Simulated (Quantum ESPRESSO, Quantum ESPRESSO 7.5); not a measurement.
# 1T-TiTe2, 1 layer: vacuum convergence

Which setting serves for 1T-TiTe2, 1 layer? The runs below step through one kind of setting.

Calculated with Quantum ESPRESSO 7.5; plane-wave DFT, PBE, SG15 norm-conserving pseudopotentials.

## Step 1: Set-up

The cell holds 3 atoms: 2 Te and 1 Ti. Cell: a = 3.750 Å, b = 3.750 Å, c = 27.676 Å, α = 90.0°, β = 90.0°, γ = 120.0°. It derives from TiTe2. Vacuum lies along c.

## Step 2: SCF with pw.x: 24 Å of vacuum

The first run is the reference of the series.

c0.in

```
&control
  prefix = 'c0'
  outdir = './out'
  pseudo_dir = './pseudo'
  calculation = 'scf'
  tprnfor = .true.
/
&system
  ibrav = 0
  nat = 3
  ntyp = 2
  ecutwfc = 60
  ecutrho = 240
  occupations = 'smearing'
  smearing = 'fd'
  degauss = 0.004
/
&electrons
  conv_thr = 1e-07
  mixing_beta = 0.4
  electron_maxstep = 120
  mixing_mode = 'local-TF'
/
ATOMIC_SPECIES
  Te  127.6000  Te_ONCV_PBE-1.2.upf
  Ti  47.8670  Ti_ONCV_PBE-1.2.upf
CELL_PARAMETERS angstrom
  3.75000000000000 0.00000000000000 0.00000000000000
  -1.87500000000000 3.24759526419164 0.00000000000000
  0.00000000000000 0.00000000000000 27.67592165313680
ATOMIC_POSITIONS crystal
  Te  0.666666666667 0.333333333333 0.433589896315
  Ti  0.000000000000 0.000000000000 0.500000000000
  Te  0.333333333333 0.666666666667 0.566410103685
K_POINTS automatic
  6 6 1 0 0 0
```

Run with:

```
$ OMP_NUM_THREADS=1 mpirun -n 4 pw.x -nk 2 -in c0.in > c0.out
```

What it wrote:

```text
Program PWSCF v.7.5 starts
[citation notice left out]

     Parallel version (MPI & OpenMP), running on       4 processor cores
     Number of MPI processes:                 4
     Threads/MPI process:                     1

     MPI processes distributed on     1 nodes
[...]
Current dimensions of program PWSCF are:
     Max number of different atomic species (ntypx) = 10
     Max number of k-points (npk) =  40000
     Max angular momentum in pseudopotentials (lmaxx) =  4
     Message from routine setup:
     using ibrav=0 with symmetry is DISCOURAGED, use correct ibrav instead

     K-points division:     npool     =       2
     R & G space division:  proc/nbgrp/npool/nimage =       2
     Subspace diagonalization in iterative solution of the eigenvalue problem:
     a serial algorithm will be used

     Parallelization info
     --------------------
     sticks:   dense  smooth     PW     G-vecs:    dense   smooth      PW
     Min         417     417    120                71459    71459   11146
     Max         418     418    121                71460    71460   11169
     Sum         835     835    241               142919   142919   22315

     Using Slab Decomposition

     bravais-lattice index     =            0
     lattice parameter (alat)  =       7.0865  a.u.
     unit-cell volume          =    2274.5310 (a.u.)^3
     number of atoms/cell      =            3
     number of atomic types    =            2
     number of electrons       =        44.00
     number of Kohn-Sham states=           26
     kinetic-energy cutoff     =      60.0000  Ry
     charge density cutoff     =     240.0000  Ry
     scf convergence threshold =      1.0E-07
     mixing beta               =       0.4000
     number of iterations used =            8  local-TF  mixing
     Exchange-correlation= PBE
                           (   1   4   3   4   0   0   0)

     celldm(1)=   7.086473  celldm(2)=   0.000000  celldm(3)=   0.000000
     celldm(4)=   0.000000  celldm(5)=   0.000000  celldm(6)=   0.000000

     crystal axes: (cart. coord. in units of alat)
               a(1) = (   1.000000   0.000000   0.000000 )
               a(2) = (  -0.500000   0.866025   0.000000 )
               a(3) = (   0.000000   0.000000   7.380246 )

     reciprocal axes: (cart. coord. in units 2 pi/alat)
               b(1) = (  1.000000  0.577350 -0.000000 )
               b(2) = (  0.000000  1.154701  0.000000 )
               b(3) = (  0.000000 -0.000000  0.135497 )

     PseudoPot. # 1 for Te read from file:
     ./pseudo/Te_ONCV_PBE-1.2.upf
     Pseudo is Norm-conserving, Zval = 16.0
     Generated using ONCVPSP code by D. R. Hamann
     Using radial grid of  602 points,  6 beta functions with:
                l(1) =   0
                l(2) =   0
                l(3) =   1
                l(4) =   1
                l(5) =   2
                l(6) =   2

     PseudoPot. # 2 for Ti read from file:
     ./pseudo/Ti_ONCV_PBE-1.2.upf
     Pseudo is Norm-conserving, Zval = 12.0
     Generated using ONCVPSP code by D. R. Hamann
     Using radial grid of  602 points,  6 beta functions with:
                l(1) =   0
                l(2) =   0
                l(3) =   1
                l(4) =   1
                l(5) =   2
                l(6) =   2

     atomic species   valence    mass     pseudopotential
     Te               16.00   127.60000     Te( 1.00)
     Ti               12.00    47.86700     Ti( 1.00)

     12 Sym. Ops., with inversion, found

   Cartesian axes

     site n.     atom                  positions (alat units)
         1        Te     tau(   1) = (   0.5000000   0.2886751   3.2000000  )
         2        Ti     tau(   2) = (   0.0000000   0.0000000   3.6901229  )
         3        Te     tau(   3) = (  -0.0000000   0.5773503   4.1802458  )

     number of k points=     7  Fermi-Dirac smearing, width (Ry)=  0.0040
                       cart. coord. in units 2pi/alat
        k(    1) = (   0.0000000   0.0000000   0.0000000), wk =   0.0555556
        k(    2) = (   0.0000000   0.1924501   0.0000000), wk =   0.3333333
        k(    3) = (   0.0000000   0.3849002   0.0000000), wk =   0.3333333
        k(    4) = (   0.0000000  -0.5773503   0.0000000), wk =   0.1666667
        k(    5) = (   0.1666667   0.2886751   0.0000000), wk =   0.3333333
        k(    6) = (   0.1666667   0.4811252   0.0000000), wk =   0.6666667
        k(    7) = (   0.3333333   0.5773503   0.0000000), wk =   0.1111111

     Dense  grid:   142919 G-vectors     FFT dimensions: (  36,  36, 270)

     Estimated max dynamical RAM per process >     102.23 MB

     Estimated total dynamical RAM >     374.02 MB

     Initial potential from superposition of free atoms

     starting charge      43.8126, renormalised to      44.0000

     negative rho (up, down):  4.030E-04 0.000E+00
     Starting wfcs are random

     total cpu time spent up to now is        0.6 secs

     per-process dynamical memory:    57.8 Mb

     Self-consistent Calculation

     iteration #  1     ecut=    60.00 Ry     beta= 0.40
     Davidson diagonalization with overlap
     ethr =  1.00E-02,  avg # of iterations = 15.0

     Threshold (ethr) on eigenvalues was too large:
     Diagonalizing with lowered threshold

     Davidson diagonalization with overlap
     ethr =  4.40E-04,  avg # of iterations =  7.4

     negative rho (up, down):  4.621E-05 0.000E+00

     total cpu time spent up to now is        7.2 secs

     total energy              =    -465.09660632 Ry
     estimated scf accuracy    <       0.07672636 Ry

     iteration #  2     ecut=    60.00 Ry     beta= 0.40
[...]
negative rho (up, down):  6.957E-08 0.000E+00

[...]
total energy              =    -465.09094682 Ry
     estimated scf accuracy    <       0.03616929 Ry

     iteration #  3     ecut=    60.00 Ry     beta= 0.40
[...]
negative rho (up, down):  2.333E-08 0.000E+00

[...]
total energy              =    -465.08933232 Ry
     estimated scf accuracy    <       0.01413163 Ry

     iteration #  4     ecut=    60.00 Ry     beta= 0.40
[...]
total energy              =    -465.09131741 Ry
     estimated scf accuracy    <       0.00345426 Ry

     iteration #  5     ecut=    60.00 Ry     beta= 0.40
[...]
total energy              =    -465.09161857 Ry
     estimated scf accuracy    <       0.00046690 Ry

     iteration #  6     ecut=    60.00 Ry     beta= 0.40
[...]
total energy              =    -465.09164280 Ry
     estimated scf accuracy    <       0.00025255 Ry

     iteration #  7     ecut=    60.00 Ry     beta= 0.40
[...]
total energy              =    -465.09156497 Ry
     estimated scf accuracy    <       0.00039605 Ry

     iteration #  8     ecut=    60.00 Ry     beta= 0.40
[...]
negative rho (up, down):  7.286E-06 0.000E+00

[...]
total energy              =    -465.09161306 Ry
     estimated scf accuracy    <       0.00011403 Ry

     iteration #  9     ecut=    60.00 Ry     beta= 0.40
[...]
negative rho (up, down):  1.246E-03 0.000E+00

[...]
total energy              =    -465.09164070 Ry
     estimated scf accuracy    <       0.00003951 Ry

     iteration # 10     ecut=    60.00 Ry     beta= 0.40
[...]
negative rho (up, down):  7.811E-04 0.000E+00

[...]
total energy              =    -465.09164401 Ry
     estimated scf accuracy    <       0.00002526 Ry

     iteration # 11     ecut=    60.00 Ry     beta= 0.40
[...]
negative rho (up, down):  4.356E-04 0.000E+00

[...]
total energy              =    -465.09164411 Ry
     estimated scf accuracy    <       0.00002441 Ry

     iteration # 12     ecut=    60.00 Ry     beta= 0.40
[...]
negative rho (up, down):  9.166E-05 0.000E+00

[...]
total energy              =    -465.09164834 Ry
     estimated scf accuracy    <       0.00000181 Ry

     iteration # 13     ecut=    60.00 Ry     beta= 0.40
[...]
negative rho (up, down):  1.441E-05 0.000E+00

[...]
total energy              =    -465.09164918 Ry
     estimated scf accuracy    <       0.00000020 Ry

     iteration # 14     ecut=    60.00 Ry     beta= 0.40
[...]
End of self-consistent calculation

          k = 0.0000 0.0000 0.0000 ( 17871 PWs)   bands (ev):

   -58.6506 -37.4766 -37.4766 -37.4745 -37.4745 -37.4277 -37.4277 -37.4266
   -37.4266 -37.4080 -37.4072 -34.8622 -34.8622 -34.8271 -12.9020 -12.2502
    -5.2063  -2.6657  -2.2148  -2.2148  -0.6548  -0.5505  -0.5505   0.1751
     0.1751   2.0925

          k = 0.0000 0.1925 0.0000 ( 17845 PWs)   bands (ev):

   -58.6499 -37.4760 -37.4751 -37.4741 -37.4721 -37.4290 -37.4286 -37.4274
   -37.4264 -37.4068 -37.4060 -34.8730 -34.8644 -34.8232 -12.6104 -12.0429
    -4.8673  -3.3025  -2.2104  -2.1937  -1.9898  -1.0847  -0.7109   0.1060
     0.3966   1.0998

          k = 0.0000 0.3849 0.0000 ( 17881 PWs)   bands (ev):

   -58.6486 -37.4766 -37.4749 -37.4690 -37.4675 -37.4318 -37.4300 -37.4286
   -37.4265 -37.4044 -37.4035 -34.8946 -34.8688 -34.8153 -11.8823 -11.5583
    -4.6813  -4.3441  -3.8255  -2.5202  -2.4109  -1.4620  -1.0618   0.2592
     0.3061   1.3384

          k = 0.0000-0.5774 0.0000 ( 17868 PWs)   bands (ev):

   -58.6479 -37.4774 -37.4743 -37.4664 -37.4652 -37.4331 -37.4307 -37.4292
   -37.4266 -37.4032 -37.4023 -34.9054 -34.8711 -34.8113 -11.3518 -11.3024
    -5.6874  -4.9639  -3.2935  -2.8197  -2.5884  -1.5258  -1.2053   0.1842
     0.4882   1.7459

          k = 0.1667 0.2887 0.0000 ( 17851 PWs)   bands (ev):

   -58.6489 -37.4755 -37.4745 -37.4708 -37.4694 -37.4314 -37.4288 -37.4279
   -37.4274 -37.4050 -37.4042 -34.8870 -34.8699 -34.8173 -12.0938 -11.6906
    -4.3230  -3.9975  -3.5531  -2.5248  -2.4746  -1.9816  -0.4927  -0.0168
     0.3700   0.9826

          k = 0.1667 0.4811 0.0000 ( 17842 PWs)   bands (ev):

   -58.6479 -37.4755 -37.4728 -37.4677 -37.4670 -37.4326 -37.4305 -37.4287
   -37.4280 -37.4032 -37.4025 -34.8995 -34.8769 -34.8114 -11.4088 -11.2794
    -5.1727  -4.6660  -3.3817  -3.0939  -2.9270  -2.7069  -0.4262   0.1275
     0.4026   0.9700

[...]
the Fermi energy is    -1.0861 ev

!    total energy              =    -465.09164919 Ry
     estimated scf accuracy    <       0.00000005 Ry
     smearing contrib. (-TS)   =      -0.00205801 Ry
     internal energy E=F+TS    =    -465.08959118 Ry

     The total energy is F=E-TS. E is the sum of the following terms:
     one-electron contribution =   -3276.63041754 Ry
     hartree contribution      =    1628.96896836 Ry
     xc contribution           =     -51.26195386 Ry
     ewald contribution        =    1233.83381185 Ry

     convergence has been achieved in  14 iterations

     Forces acting on atoms (cartesian axes, Ry/au):

     atom    1 type  1   force =    -0.00000000    0.00000000    0.02670589
     atom    2 type  2   force =    -0.00000000    0.00000000    0.00000000
     atom    3 type  1   force =     0.00000000   -0.00000000   -0.02670589

     Total force =     0.037768     Total SCF correction =     0.000687

[...]
=------------------------------------------------------------------------------=
   JOB DONE.
=------------------------------------------------------------------------------=
```

The job ended after 29 s (4 MPI ranks of Arm Neoverse V2, shared host; peak memory 0.49 GiB; 1.9 min of CPU time).

Numbers from this step:

```
free energy                          : -6327.8943 eV
energy at zero smearing              : -6327.8803 eV
Fermi energy                         : -1.086 eV
valence top, on the run's zero       : -0.5505 eV
conduction bottom, on the run's zero : -1.205 eV
```

The program's own clock; routines nest. Time by routine:

| routine | wall time (s) | calls |
| --- | --- | --- |
| PWSCF | 28.42 | 1 |
| electrons | 27.66 | 1 |
| c_bands | 18.91 | 15 |
| cegterg | 17.86 | 60 |
| h_psi | 14.99 | 312 |
| fftw | 14.26 | 10450 |
| vloc_psi | 13.23 | 312 |
| mix_rho | 5.36 | 15 |
| ffts | 3.14 | 1496 |
| sum_band | 2.61 | 15 |
| calbec | 0.91 | 328 |
| add_vuspsi | 0.86 | 312 |
| h_psi:calbec | 0.83 | 312 |
| v_of_rho | 0.68 | 15 |

By band count these two levels touch or overlap: there is no gap, and they are no band edges.

The run needed 14 iterations to bring the estimated error under 1e-07 Ry; the largest force on any atom, held or free, is 0.69 eV/Å.

## Step 3: Electrostatic potential

The vacuum level is read from the electrostatic potential (plot_num = 11), averaged over planes.

c0.pot.in

```
&inputpp
  prefix = 'c0'
  outdir = './out'
  filplot = 'c0.pot.dat'
  plot_num = 11
/
```

Run with:

```
$ OMP_NUM_THREADS=1 mpirun -n 4 pp.x -in c0.pot.in > c0.pot.out
```

What it wrote:

```text
[banner, memory and clock lines left out]
Program POST-PROC v.7.5 starts

          URL

     ./out/c0.save/

     IMPORTANT: XC functional enforced from input :
     Exchange-correlation= PBE
                           (   1   4   3   4   0   0   0)
     Any further DFT definition will be discarded
     Please, verify this is what you really want

     Calling punch_plot, plot_num =  11
     Writing data to file  c0.pot.dat
     Message from routine chdens:
     namelist plot not found or invalid, exiting
```

Run time: 0.77 s. Hardware: 4 MPI ranks; peak memory 0.09 GiB.

This step gave:

```
potential in the middle of the vacuum, over the Fermi level : 4.880 eV
```

Electrostatic potential energy of an electron; zero at the Fermi level. Table of potential energy, planar mean by z:

| z (Å) | potential energy, planar mean (eV) |
| --- | --- |
| 0 | 4.88 |
| 1 | 4.88 |
| 2 | 4.88 |
| 3 | 4.88 |
| 4 | 4.88 |
| 5 | 4.88 |
| 6 | 4.88 |
| 7 | 4.88 |
| 8 | 4.88 |
| 9 | 4.87 |
| 10 | 4.67 |
| 11 | 1.37 |
| 12 | -14.4 |
| 13 | -2.60 |
| 14 | -10.0 |
| 15 | -4.65 |
| 16 | -10.2 |
| 17 | 3.47 |
| 18 | 4.80 |
| 19 | 4.87 |
| 20 | 4.88 |
| 21 | 4.88 |
| 22 | 4.88 |
| 23 | 4.88 |
| 24 | 4.88 |
| 25 | 4.88 |
| 26 | 4.88 |
| 27 | 4.88 |

Inside the slab this potential holds the local part of the pseudopotentials, which can be repulsive at the nuclei; only its value in the vacuum has a meaning of its own.

## Step 4: Self-consistent run: 18 Å of vacuum

c2.in, as its differences from the input of step 2:

```diff
@@ -1,3 +1,3 @@
 &control
-  prefix = 'c0'
+  prefix = 'c2'
   outdir = './out'
@@ -29,7 +29,7 @@
   -1.87500000000000 3.24759526419164 0.00000000000000
-  0.00000000000000 0.00000000000000 27.67592165313680
+  0.00000000000000 0.00000000000000 21.67592165313680
 ATOMIC_POSITIONS crystal
-  Te  0.666666666667 0.333333333333 0.433589896315
+  Te  0.666666666667 0.333333333333 0.415207258267
   Ti  0.000000000000 0.000000000000 0.500000000000
-  Te  0.333333333333 0.666666666667 0.566410103685
+  Te  0.333333333333 0.666666666667 0.584792741733
 K_POINTS automatic
```

Run with:

```
$ OMP_NUM_THREADS=1 mpirun -n 4 pw.x -nk 2 -in c2.in > c2.out
```

What it wrote:

```text
[banner, memory and clock lines left out]
Program PWSCF v.7.5 starts
[...]
Message from routine setup:
[...]
number of electrons       =        44.00
     number of Kohn-Sham states=           26
     kinetic-energy cutoff     =      60.0000  Ry
     charge density cutoff     =     240.0000  Ry
[...]
number of k points=     7  Fermi-Dirac smearing, width (Ry)=  0.0040
[...]
Dense  grid:   111987 G-vectors     FFT dimensions: (  36,  36, 216)
[...]
negative rho (up, down):  3.700E-04 0.000E+00
     Starting wfcs are random
[...]
negative rho (up, down):  1.771E-06 0.000E+00
[...]
estimated scf accuracy    <       0.07634340 Ry
[...]
negative rho (up, down):  1.697E-08 0.000E+00
[...]
estimated scf accuracy    <       0.03621415 Ry
[...]
estimated scf accuracy    <       0.01511900 Ry
[...]
estimated scf accuracy    <       0.00545065 Ry
[...]
estimated scf accuracy    <       0.00073468 Ry
[...]
estimated scf accuracy    <       0.00173463 Ry
[...]
estimated scf accuracy    <       0.00016976 Ry
[...]
estimated scf accuracy    <       0.00005039 Ry
[...]
negative rho (up, down):  2.832E-04 0.000E+00
[...]
estimated scf accuracy    <       0.00003397 Ry
[...]
negative rho (up, down):  1.484E-04 0.000E+00
[...]
estimated scf accuracy    <       0.00001119 Ry
[...]
negative rho (up, down):  1.512E-05 0.000E+00
[...]
estimated scf accuracy    <       0.00000211 Ry
[...]
negative rho (up, down):  9.534E-06 0.000E+00
[...]
estimated scf accuracy    <       0.00000119 Ry
[...]
the Fermi energy is    -0.0365 ev
!    total energy              =    -465.09161286 Ry
     estimated scf accuracy    <       0.00000007 Ry
     smearing contrib. (-TS)   =      -0.00205817 Ry
     internal energy E=F+TS    =    -465.08955470 Ry
[...]
one-electron contribution =   -2274.86063583 Ry
     hartree contribution      =    1129.78252020 Ry
     xc contribution           =     -51.26213698 Ry
     ewald contribution        =     731.25069792 Ry
     convergence has been achieved in  13 iterations
[...]
Total force =     0.038612     Total SCF correction =     0.001114
[...]
```

Run time: 21 s. Hardware: 4 MPI ranks; peak memory 0.42 GiB; 84 s of CPU time.

Numbers from this step:

- free energy: -6327.8938 eV
- energy at zero smearing: -6327.8798 eV
- Fermi energy: -0.0365 eV
- valence top, on the run's zero: 0.4989 eV
- conduction bottom, on the run's zero: -0.1558 eV

The program's own clock; routines nest. Time by routine:

| routine | wall time (s) | calls |
| --- | --- | --- |
| PWSCF | 20.64 | 1 |
| electrons | 20.02 | 1 |
| c_bands | 13.92 | 14 |
| cegterg | 13.13 | 56 |
| h_psi | 11 | 299 |
| fftw | 10.44 | 9780 |
| vloc_psi | 9.71 | 299 |
| mix_rho | 3.62 | 14 |
| ffts | 2.1 | 1318 |
| sum_band | 1.89 | 14 |
| calbec | 0.67 | 315 |
| add_vuspsi | 0.63 | 299 |
| h_psi:calbec | 0.61 | 299 |
| v_of_rho | 0.51 | 14 |

By band count these two levels touch or overlap: there is no gap, and they are no band edges.

## Step 5: Electrostatic potential

c2.pot.in

```
&inputpp
  prefix = 'c2'
  outdir = './out'
  filplot = 'c2.pot.dat'
  plot_num = 11
/
```

Run with:

```
$ OMP_NUM_THREADS=1 mpirun -n 4 pp.x -in c2.pot.in > c2.pot.out
```

It took 0.73 s on 4 MPI ranks; peak memory 0.12 GiB; 2.6 s of CPU time.

Counted from each run's own zero (the Fermi level), the vacuum level differs from the first run's by +0 meV.

[end of part 1 of 2]

[Logs are printed without paths, hosts, clocks, repeated set-up lines and the standing remarks that a program may print on its own settings, such as how far it seeks lower states.]

[Hosts, paths, dates, database ids (printed as entryN), source tags and the programs' standing remarks are cut or masked in the printed files.]

[Maps of the electrostatic potential energy from Ansatz leave out the sawtooth potential of an applied field or a dipole correction, so their vacuum need not be flat; planar profiles and work functions include it.]
